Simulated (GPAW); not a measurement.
# HfSi2P4 monolayer: work function by functional and basis, part 2 of 3

How far do functional and basis move the work function of HfSi2P4 monolayer?

GPAW 26.7.0; GPAW, PAW setups; layer in a repeated cell with vacuum, relaxation of atoms and in-plane cell (the session's first sound run).

So far, upper work function (eV): step 3 (plane waves, PBE) 5.52; step 4 (revPBE) 5.43.

## (5) Self-consistent run: xc = "RPBE"

The same geometry under RPBE, to see how far the functional moves the levels against the vacuum.

run.py

```python
import json
import numpy as np
from ase import Atoms
from gpaw import GPAW, PW

slab = Atoms(
    ['P', 'Si', 'P', 'Hf', 'P', 'Si', 'P'],
    positions=[
        [-0.00000, 0.00000, 7.00000],
        [-0.00000, 2.10192, 7.97438],
        [-0.00000, 2.10192, 10.22693],
        [-0.00000, -0.00000, 11.74653],
        [-0.00000, 2.10192, 13.26615],
        [-0.00000, 2.10192, 15.51869],
        [-0.00000, 0.00000, 16.49308]],
    cell=[[3.64064, 0.0, 0.0], [-1.82032, 3.15289, 0.0], [0.0, 0.0, 23.4931]],
    pbc=[True, True, False])

slab.calc = GPAW(mode=PW(400), xc='RPBE', kpts={'size': (9, 9, 1), 'gamma': True},
                 occupations={'name': 'fermi-dirac', 'width': 0.05}, nbands='200%',
                 convergence={'density': 1e-05}, maxiter=200,
                 poissonsolver={'dipolelayer': 'xy'},
                 symmetry={'tolerance': 1e-3}, txt='slab.txt')
result = {}
energy = slab.get_potential_energy()
fermi = slab.calc.get_fermi_level()
v = slab.calc.get_electrostatic_potential().mean((0, 1)) - fermi
n = slab.calc.get_pseudo_density().mean((0, 1))
L = slab.cell[2, 2]
z = np.arange(len(v)) * L / len(v)
low, high = slab.positions[:, 2].min(), slab.positions[:, 2].max()
below, above = np.interp([low - 4.8, high + 4.8], z, v)
slopes = [np.interp(x, z, np.gradient(v, z)) for x in (low - 4.8, high + 4.8)]
eps = np.array([[slab.calc.get_eigenvalues(k, s) for k in range(len(slab.calc.get_ibz_k_points()))]
                for s in range(slab.calc.get_number_of_spins())]) - fermi
top, bottom = eps[eps < 0].max(), eps[eps > 0].min()
dipole = slab.get_dipole_moment()[2]
print(f'energy {energy:.4f} eV, Fermi level {fermi:.4f} eV, dipole {dipole:.5f} e A')
print(f'potential 4.8 A off the faces, from the Fermi level: lower {below:.4f} eV, upper {above:.4f} eV')
print(f'slope of the potential there: lower {slopes[0]:.5f}, upper {slopes[1]:.5f} eV/A')
print(f'nearest levels on the mesh: {top:.4f} and {bottom:.4f} eV')
print('magnetic moment', round(slab.get_magnetic_moment(), 3))
result.update(energy=energy, fermi=fermi, dipole=dipole, below=below, above=above, slopes=slopes, edges=[top, bottom],
              z=z.tolist(), v=v.tolist(), n=n.tolist(), positions=slab.positions.tolist(),
              forces=slab.get_forces(apply_constraint=False).tolist(), moments=slab.get_magnetic_moments().tolist())
json.dump(result, open('result.json', 'w'))
```

On the command line:

```sh
> OMP_NUM_THREADS=1 OPENBLAS_NUM_THREADS=1 python run.py
```

Wall time 66 s (1 thread of Arm Neoverse V1, shared host); peak memory 0.24 GiB.

Numbers from this step:

```
levels nearest the Fermi level on the mesh : -0.02418, 0.09264 eV from the Fermi level
upper work function                        : 5.434 eV
lower work function                        : 5.427 eV
```

Electrostatic potential energy of an electron (without an applied field's), less the Fermi level, planar mean against z:

```
z (Å)  electrostatic potential energy of an electron (without an applied field's), less the Fermi level, planar mean (eV)
  0.0                                                                                                                5.43
  0.5                                                                                                                5.43
  1.0                                                                                                                5.43
  1.5                                                                                                                5.43
  2.0                                                                                                                5.43
  2.5                                                                                                                5.43
  3.0                                                                                                                5.43
  3.5                                                                                                                5.43
  4.0                                                                                                                5.42
  4.5                                                                                                                5.39
  5.0                                                                                                                5.29
  5.5                                                                                                                4.86
  6.0                                                                                                                3.07
  6.5                                                                                                               -3.38
  7.0                                                                                                               -13.3
  7.5                                                                                                               -11.0
  8.0                                                                                                               -11.5
  8.5                                                                                                               -3.58
  9.0                                                                                                                1.70
  9.5                                                                                                               0.393
 10.0                                                                                                               -8.31
 10.5                                                                                                               -8.68
 11.0                                                                                                               -5.78
 11.5                                                                                                               -14.8
 12.0                                                                                                               -14.6
 12.5                                                                                                               -5.74
 13.0                                                                                                               -8.78
 13.5                                                                                                               -8.18
 14.0                                                                                                               0.465
 14.5                                                                                                                1.67
 15.0                                                                                                               -3.69
 15.5                                                                                                               -11.5
 16.0                                                                                                               -11.0
 16.5                                                                                                               -13.3
 17.0                                                                                                               -3.24
 17.5                                                                                                                3.13
 18.0                                                                                                                4.88
 18.5                                                                                                                5.30
 19.0                                                                                                                5.40
 19.5                                                                                                                5.43
 20.0                                                                                                                5.43
 20.5                                                                                                                5.43
 21.0                                                                                                                5.43
 21.5                                                                                                                5.43
 22.0                                                                                                                5.43
 22.5                                                                                                                5.43
 23.0                                                                                                                5.43
```

The upper face's work function is 5.434 eV, against 5.524 eV in the first plane-wave PBE run at this geometry.

## (6) OptPBE vdW: xc = "optPBE-vdW"

The same geometry under optPBE-vdW, to see how far the functional moves the levels against the vacuum (the van der Waals functionals take revPBE setups).

run.py: that of step 5 with these lines changed.

```diff
@@ -18,3 +18,3 @@
 
-slab.calc = GPAW(mode=PW(400), xc='RPBE', kpts={'size': (9, 9, 1), 'gamma': True},
+slab.calc = GPAW(mode=PW(400), xc='optPBE-vdW', kpts={'size': (9, 9, 1), 'gamma': True},
                  occupations={'name': 'fermi-dirac', 'width': 0.05}, nbands='200%',
```

Run time: 77 s. Hardware: 1 thread; peak memory 0.42 GiB.

Numbers from this step:

```
levels nearest the Fermi level on the mesh : -0.04689, 0.1098 eV from the Fermi level
upper work function                        : 5.722 eV
lower work function                        : 5.714 eV
```

The upper face's work function is 5.722 eV, against 5.524 eV in the first plane-wave PBE run at this geometry.

## (7) Self-consistent run: xc = "LDA"

The same geometry under LDA, to see how far the functional moves the levels against the vacuum.

run.py: that of step 6 with these lines changed.

```diff
@@ -18,3 +18,3 @@
 
-slab.calc = GPAW(mode=PW(400), xc='optPBE-vdW', kpts={'size': (9, 9, 1), 'gamma': True},
+slab.calc = GPAW(mode=PW(400), xc='LDA', kpts={'size': (9, 9, 1), 'gamma': True},
                  occupations={'name': 'fermi-dirac', 'width': 0.05}, nbands='200%',
```

Run time: 63 s. Hardware: 1 thread; peak memory 0.24 GiB.

This step gave:

```yaml
dipole_along_the_normal: -5.90e-4 e·Å
levels_nearest_the_fermi_level_on_the_mesh: -0.1664, 0.04112 eV from the Fermi level
upper_work_function: 5.752 eV
lower_work_function: 5.744 eV
```

The electrostatic potential energy of an electron (without an applied field's), less the Fermi level, planar mean oscillates, so the rows of the table below give means over windows of 1.78 Å about each position, cut where the curve ends. Its maxima inside the range that stand out by 2 % of the span (Å: eV): 7.6: -10.5, 9.1: 2.40, 10.9: -4.80, 12.6: -4.79, 14.4: 2.41, 15.9: -10.5. Its minima: 7.0: -13.2, 7.9: -11.5, 10.3: -10.7, 11.7: -16.9, 13.2: -10.7, 15.6: -11.5, 16.5: -13.2.

Electrostatic potential energy of an electron (without an applied field's), less the Fermi level, planar mean against z; means over each step:

```
z (Å)  electrostatic potential energy of an electron (without an applied field's), less the Fermi level, planar mean (eV)
 0.89                                                                                                                5.74
 2.67                                                                                                                5.74
 4.45                                                                                                                5.68
 6.23                                                                                                               -1.39
 8.01                                                                                                               -7.85
 9.79                                                                                                               -3.67
11.57                                                                                                               -10.4
13.35                                                                                                               -5.11
15.13                                                                                                               -5.07
16.91                                                                                                               -4.75
18.69                                                                                                                5.56
20.47                                                                                                                5.75
22.25                                                                                                                5.75
```

The upper face's work function is 5.752 eV, against 5.524 eV in the first plane-wave PBE run at this geometry.

## (8) Self-consistent run: xc = "vdW-DF2"

The same geometry under vdW-DF2, to see how far the functional moves the levels against the vacuum (the van der Waals functionals take revPBE setups).

run.py: that of step 7 with these lines changed.

```diff
@@ -18,3 +18,3 @@
 
-slab.calc = GPAW(mode=PW(400), xc='LDA', kpts={'size': (9, 9, 1), 'gamma': True},
+slab.calc = GPAW(mode=PW(400), xc='vdW-DF2', kpts={'size': (9, 9, 1), 'gamma': True},
                  occupations={'name': 'fermi-dirac', 'width': 0.05}, nbands='200%',
```

Elapsed: 81 s, on 1 thread; peak memory 0.43 GiB.

Numbers from this step:

```yaml
levels_nearest_the_fermi_level_on_the_mesh: -0.1193, 0.1730 eV from the Fermi level
upper_work_function: 5.841 eV
lower_work_function: 5.833 eV
```

Table of electrostatic potential energy of an electron (without an applied field's), less the Fermi level, planar mean by z:

```
z (Å)  electrostatic potential energy of an electron (without an applied field's), less the Fermi level, planar mean (eV)
  0.0                                                                                                                5.84
  0.5                                                                                                                5.83
  1.0                                                                                                                5.83
  1.5                                                                                                                5.83
  2.0                                                                                                                5.83
  2.5                                                                                                                5.83
  3.0                                                                                                                5.83
  3.5                                                                                                                5.83
  4.0                                                                                                                5.82
  4.5                                                                                                                5.79
  5.0                                                                                                                5.67
  5.5                                                                                                                5.18
  6.0                                                                                                                3.29
  6.5                                                                                                               -3.24
  7.0                                                                                                               -13.2
  7.5                                                                                                               -10.8
  8.0                                                                                                               -11.3
  8.5                                                                                                               -3.62
  9.0                                                                                                                1.60
  9.5                                                                                                               0.352
 10.0                                                                                                               -8.25
 10.5                                                                                                               -8.58
 11.0                                                                                                               -5.80
 11.5                                                                                                               -15.0
 12.0                                                                                                               -14.8
 12.5                                                                                                               -5.76
 13.0                                                                                                               -8.68
 13.5                                                                                                               -8.12
 14.0                                                                                                               0.422
 14.5                                                                                                                1.57
 15.0                                                                                                               -3.73
 15.5                                                                                                               -11.4
 16.0                                                                                                               -10.8
 16.5                                                                                                               -13.1
 17.0                                                                                                               -3.10
 17.5                                                                                                                3.35
 18.0                                                                                                                5.20
 18.5                                                                                                                5.68
 19.0                                                                                                                5.80
 19.5                                                                                                                5.83
 20.0                                                                                                                5.84
 20.5                                                                                                                5.84
 21.0                                                                                                                5.84
 21.5                                                                                                                5.84
 22.0                                                                                                                5.84
 22.5                                                                                                                5.84
 23.0                                                                                                                5.84
```

The upper face's work function is 5.841 eV, against 5.524 eV in the first plane-wave PBE run at this geometry.

(Continued in part 3 of 3.)

[Logs are printed without paths, hosts, clocks, repeated set-up lines and the standing remarks that a program may print on its own settings, such as how far it seeks lower states.]

[Hosts, paths, dates, database ids (printed as entryN), source tags and the programs' standing remarks are cut or masked in the printed files.]
